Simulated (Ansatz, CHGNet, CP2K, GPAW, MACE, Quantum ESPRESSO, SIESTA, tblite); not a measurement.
# GPAW on random packing of P38S62 (at. %) (64 atoms): settings against a plane-wave reference, part 2 of 2

Wanted: GPAW inputs and outputs for random packing of P38S62 (at. %) (64 atoms), checked against a plane-wave reference.

Program: GPAW 26.7.0; the method stands at each step. Banners, paths, timers and routine set-up lines are dropped from the logs unmarked, and long logs keep their key lines alone; longer cuts are marked.

So far. Step 3 (PBE, plane waves 550 eV): The run ends at a pressure of -8.75 GPa, with forces up to 3.2 eV/Å. Step 4 (PBE, LCAO szp(dzp), h 0.2 Å): Against the first run (13 %), the force difference from the reference is 34 %, at 0.84 times the CPU time, with 576 basis functions against 832: the smaller basis costs accuracy.

## Step 5: PBE, LCAO dzp, h 0.22 Å

Method: Kohn-Sham DFT, PBE, PAW, atomic orbitals (dzp).

File run.py:

```python
import numpy as np
from ase.io import read
from gpaw import GPAW, FermiDirac

atoms = read("structure.xyz")
atoms.calc = GPAW(
    mode="lcao",
    basis="dzp",
    h=0.22,
    xc="PBE",
    kpts={"size": (1, 1, 1), "gamma": True},
    occupations=FermiDirac(0.05),
    maxiter=200,
    symmetry={"point_group": False},
    txt="gpaw.txt",
)
energy = atoms.get_potential_energy(force_consistent=True)
forces = atoms.get_forces()
print(f"energy {energy:.6f} eV")
print("forces (eV/A)")
for i, (a, f) in enumerate(zip(atoms, forces)):
    print(f"{i:4d} {a.symbol:2s} {f[0]:10.5f} {f[1]:10.5f} {f[2]:10.5f}")
print(f"Fermi level {atoms.calc.get_fermi_level():.4f} eV")
for k in range(len(atoms.calc.get_ibz_k_points())):
    for s in range(atoms.calc.get_number_of_spins()):
        e = atoms.calc.get_eigenvalues(kpt=k, spin=s)
        n = np.searchsorted(e, atoms.calc.get_fermi_level())
        print(f"k {k} spin {s} levels about the Fermi level:", np.round(e[max(n - 6, 0):n], 4).tolist(), "|", np.round(e[n:n + 6], 4).tolist())
```

File structure.xyz:

```xyz
64
Lattice="11.72110 0.00000 0.00000 0.00000 11.72110 0.00000 0.00000 0.00000 11.72110" Properties=species:S:1:pos:R:3 pbc="T T T"
[... 64 atom lines left out: the same atoms as in the first run ...]
```

Launch:

```
> OMP_NUM_THREADS=1 python run.py > output.txt
```

The log of the run:

```text
energy -215.346830 eV
forces (eV/A)
   0 P    -0.17305   -0.57784    0.10154
   1 P    -0.04486   -0.70799   -0.51521
   2 P    -0.79232   -0.58877    0.49971
   3 P     0.25172   -0.11290    1.06560
   4 P     0.69898    0.39666   -0.42398
   5 P     0.66730    1.43468    0.00771
   6 P    -0.58399    0.65423    0.93237
   7 P    -0.23328    0.82642    1.30784
   8 P     0.57984    0.86693   -0.83681
   9 P    -0.99410    0.19452    0.47613
  10 P     0.14089   -1.20692    1.67588
  11 P     0.63978    1.27439    1.23431
  12 P    -0.82559   -0.62630   -0.92214
  13 P    -0.52868    1.09326   -1.38209
  14 P    -0.92248    0.64746   -1.70630
  15 P     0.51984    0.51255   -0.58265
  16 P    -0.39813    0.10575   -0.38497
  17 P    -1.48736    0.89442   -0.24929
  18 P     0.39404   -0.63851   -0.76296
  19 P     0.88129    0.01948    0.51634
  20 P     1.01266    1.69321   -0.83485
  21 P    -0.42843   -0.25450    2.06811
  22 P     0.25370   -0.62468    0.37409
  23 P     0.47290   -1.56732    0.28605
[...]
56 S     0.27131    0.41946   -0.29710
  57 S    -0.22049    0.48419   -0.26862
  58 S    -0.08539    0.99821    0.41841
  59 S    -2.27764    1.14299   -0.28624
  60 S     0.06607    0.03991    1.04250
  61 S     0.73148   -1.44950   -0.83465
  62 S    -0.42081    0.02948    0.81519
  63 S    -0.22705    0.24530   -0.43090
Fermi level 3.0998 eV
k 0 spin 0 levels about the Fermi level: [2.9521, 2.9714, 2.9759, 3.0072, 3.0402, 3.0473] | [3.1068, 3.1634, 3.2222, 3.2493, 3.297, 3.3213]
```

gpaw.txt:

```text
Input parameters:
  mode=LCAO(),
  basis={'default': 'dzp'},
  h=0.22,
  kpts=MonkhorstPack(size=(1, 1, 1), gamma=True),
  maxiter=200,
  occupations=Occupations(name='fermi-dirac', width=0.05, fixmagmom=False),
  symmetry=Symmetry(point_group=False),
  xc=XC(name='PBE')
Unit cell  # Å
| periodic |         x |         y |         z |   lengths |    angles |
[... lines left out ...]
  Fermi-Dirac:
[... lines left out ...]
convergence criteria:
- Maximum [total energy] change in last 3 cyles: 0.0005 eV / valence electron
[... lines left out ...]
Converged in 23 steps
[... lines left out ...]
  Free energy:    -215.346830
  Extrapolated:   -215.133008
dipole moment: (13.826146, 11.850611, 133.336435)  # |e|*Ang
Fermi level: 3.100
Eigenvalues  # (at kpt = [0.000, 0.000, 0.000])
| band index |      eig [eV] | occ [0-2] |
|------------|---------------|-----------|
|          0 |       -12.694 |     2.000 |
|        ... |               |           |
|        172 |         2.838 |     1.989 |
|        173 |         2.878 |     1.977 |
[...]
|        187 |         3.401 |     0.005 |
|        ... |               |           |
|        219 |         4.879 |     0.000 |
Gap: 0.060 eV
Transition (v -> c):
  (s=0, k=0, n=179, [0.00, 0.00, 0.00]) -> (s=0, k=0, n=180, [0.00, 0.00, 0.00])
No difference between direct/indirect transitions
Force computation time: 4.967  # s
timing:  # [seconds]
  Total:  79.574  # ━━━━━━━━━━━━━━━━━━━━━━━━━━━━━━━━━━━━━━━━━━━━━━━━━━━━━━━━━
  Init:    5.005  # ━━━╸
  SCF:    69.579  # ━━━━━━━━━━━━━━━━━━━━━━━━━━━━━━━━━━━━━━━━━━━━━━━━━━
  Forces:  4.967  # ━━━╸
```

Elapsed: 81 s, on 1 thread of Arm Neoverse V2, shared host; peak memory 0.85 GiB.

Compared with the plane-wave run:

```yaml
r_m_s_force_component: 0.896 eV/Å
r_m_s_difference_of_force_components: 129 meV/Å
longest_difference_of_force_vectors: 469.3 meV/Å
force_difference_over_r_m_s_force: 13.6 %
slope_of_forces_against_the_reference_s: 0.9368
correlation_of_force_components: 0.9919
energy_less_the_same_level_run_s: 39.71 meV/atom
r_m_s_force_difference_from_the_same_level_run: 40.59 meV/Å
```

This is a coarse setting, run to see what it loses.

Against the first run (13 %), the force difference from the reference is 14 %, at 0.78 times the CPU time.

## Step 6: PBE, LCAO dzp, h 0.2 Å, other mixer settings

Method: Kohn-Sham DFT, PBE, PAW, atomic orbitals (dzp).

Changes to run.py since step 5:

```diff
@@ -2,3 +2,3 @@
 from ase.io import read
-from gpaw import GPAW, FermiDirac
+from gpaw import GPAW, FermiDirac, Mixer
 
@@ -8,3 +8,3 @@
     basis="dzp",
-    h=0.22,
+    h=0.2,
     xc="PBE",
@@ -12,2 +12,3 @@
     occupations=FermiDirac(0.05),
+    mixer=Mixer(0.1, 5, 50),
     maxiter=200,
```

structure.xyz is that of step 5.

The log of the run:

```text
energy -217.888431 eV
forces (eV/A)
   0 P    -0.18581   -0.58966    0.10477
   1 P    -0.03610   -0.71125   -0.52638
   2 P    -0.79205   -0.59564    0.48643
   3 P     0.22767   -0.09943    1.06605
   4 P     0.69626    0.40442   -0.43535
   5 P     0.67342    1.41779   -0.00916
[...]
61 S     0.74712   -1.48337   -0.84754
  62 S    -0.43485    0.07104    0.81268
  63 S    -0.17451    0.22237   -0.46361
Fermi level 3.0994 eV
k 0 spin 0 levels about the Fermi level: [2.9516, 2.9708, 2.9756, 3.0068, 3.0399, 3.047] | [3.1065, 3.1632, 3.2217, 3.2489, 3.2967, 3.3208]
```

gpaw.txt:

```text
Input parameters:
  mode=LCAO(),
  basis={'default': 'dzp'},
  h=0.2,
  kpts=MonkhorstPack(size=(1, 1, 1), gamma=True),
  maxiter=200,
[... lines left out ...]
  occupations=Occupations(name='fermi-dirac', width=0.05, fixmagmom=False),
[... lines left out ...]
  Fermi-Dirac:
[... lines left out ...]
convergence criteria:
- Maximum [total energy] change in last 3 cyles: 0.0005 eV / valence electron
[... lines left out ...]
Converged in 34 steps
[... lines left out ...]
  Free energy:    -217.888431
[... lines left out ...]
Fermi level: 3.099
[... lines left out ...]
|        ... |               |           |
|        219 |         4.878 |     0.000 |
Gap: 0.059 eV
Transition (v -> c):
  (s=0, k=0, n=179, [0.00, 0.00, 0.00]) -> (s=0, k=0, n=180, [0.00, 0.00, 0.00])
No difference between direct/indirect transitions
Force computation time: 6.697  # s
timing:  # [seconds]
  Total:  144.725  # ━━━━━━━━━━━━━━━━━━━━━━━━━━━━━━━━━━━━━━━━━━━━━━━━━━━━━━━━
  Init:     6.021  # ━━╸
  SCF:    131.982  # ━━━━━━━━━━━━━━━━━━━━━━━━━━━━━━━━━━━━━━━━━━━━━━━━━━━
  Forces:   6.697  # ━━╸
```

It took 2.4 min on 1 thread; peak memory 1.1 GiB.

Against the reference:

- r.m.s. force component: 0.8941 eV/Å
- r.m.s. difference of force components: 127.4 meV/Å
- longest difference of force vectors: 463.7 meV/Å
- force difference over r.m.s. force: 13.43 %
- slope of forces against the reference's: 0.9351
- correlation of force components: 0.9922
- energy less the same-level run's: 0.0001 meV/atom
- r.m.s. force difference from the same-level run: 5.048 meV/Å

Against the first run (13 %), the force difference from the reference is 13 %, at 1.4 times the CPU time (34 SCF steps against 23): another solver or mixer reaches the same state.

## Step 7: Side by side

Differences are against the plane-wave reference, forces as r.m.s. over components; share is that over the reference's r.m.s. force, slope the least-squares factor from reference forces to these. Total energies of different programs have different zeros and aren't compared.

| run | Δ force, r.m.s. (meV/Å) | share (%) | slope | Δ pressure (GPa) | cores | CPU time | memory (GiB) |
| --- | --- | --- | --- | --- | --- | --- | --- |
| reference | - | - | - | - | 4 | 49 s | 1.5 |
| GPAW PBE, LCAO dzp, h 0.2 Å | 125 | 13.2 | 0.937 | - | 1 | 1.7 min | 1.2 |
| GPAW PBE, plane waves 550 eV | 7.08 | 0.746 | 0.996 | 0.0024 | 2 | 6.7 min | 1.5 |
| GPAW PBE, LCAO szp(dzp), h 0.2 Å (coarse) | 322 | 34.0 | 0.804 | - | 1 | 87 s | 1.2 |
| GPAW PBE, LCAO dzp, h 0.22 Å (coarse) | 129 | 13.6 | 0.937 | - | 1 | 81 s | 0.85 |
| GPAW PBE, LCAO dzp, h 0.2 Å, other mixer settings | 127 | 13.4 | 0.935 | - | 1 | 2.4 min | 1.1 |

Rows marked coarse were listed beforehand as settings not expected to be converged; some can still land near the reference.

CPU time is summed over cores on a shared host, where runs went side by side, so it is rough. Symmetry, cutoffs, thresholds, outputs and thread counts weren't matched or tuned between programs; memory under MPI is the largest rank's times the ranks.

Within one program, basis, potentials and functional, energies share a zero. Each run against its twin at the usual cutoff or grid and solver:

| run | twin | Δ energy (meV/atom) | Δ force, r.m.s. (meV/Å) | CPU time over the twin's |
| --- | --- | --- | --- | --- |
| GPAW PBE, LCAO dzp, h 0.22 Å | LCAO dzp, h 0.2 Å | 39.7 | 40.6 | 0.78 |
| GPAW PBE, LCAO dzp, h 0.2 Å, other mixer settings | LCAO dzp, h 0.2 Å | 1.0e-4 | 5.05 | 1.4 |

## Step 8: Outcome

| Item | Value |
| --- | --- |
| nearest in forces | GPAW PBE, plane waves 550 eV, 0.75 % |
| its CPU time | 6.7 min |

PBE on plane waves or a grid with other potentials, cutoffs or grids, coarse settings apart, differs from the reference by 0.75 % (GPAW PBE, plane waves 550 eV) of the r.m.s. force; this holds the reference's own error, so differences of a few per cent don't tell which side is nearer the exact PBE result. The PBE runs in local orbitals, coarse settings apart, differ by 13 % in each run; basis, grid and potentials can all enter. Runs with settings chosen to be coarse differ by 14 % (GPAW PBE, LCAO dzp, h 0.22 Å) to 34 % (GPAW PBE, LCAO szp(dzp), h 0.2 Å), their programs' other errors included. None of the electronic-structure runs in the table takes under half the reference's CPU time of 49 s; they take 1.7 to 8.2 times as much. The reference's pressure of -8.8 GPa belongs to a cell and atoms that aren't relaxed at this level. The electronic-structure runs sample only Γ, in a cell whose shortest periodic width is 12 Å, which is coarse for a cell with partly filled levels.

[Also dropped from logs without a mark: logging warnings of Python, and SIESTA's first energy breakdown and zero terms.]

[Logs are printed without paths, hosts, clocks, repeated set-up lines and the standing remarks that a program may print on its own settings, such as how far it seeks lower states.]

[Hosts, paths, dates, database ids (printed as entryN), source tags and the programs' standing remarks are cut or masked in the printed files.]
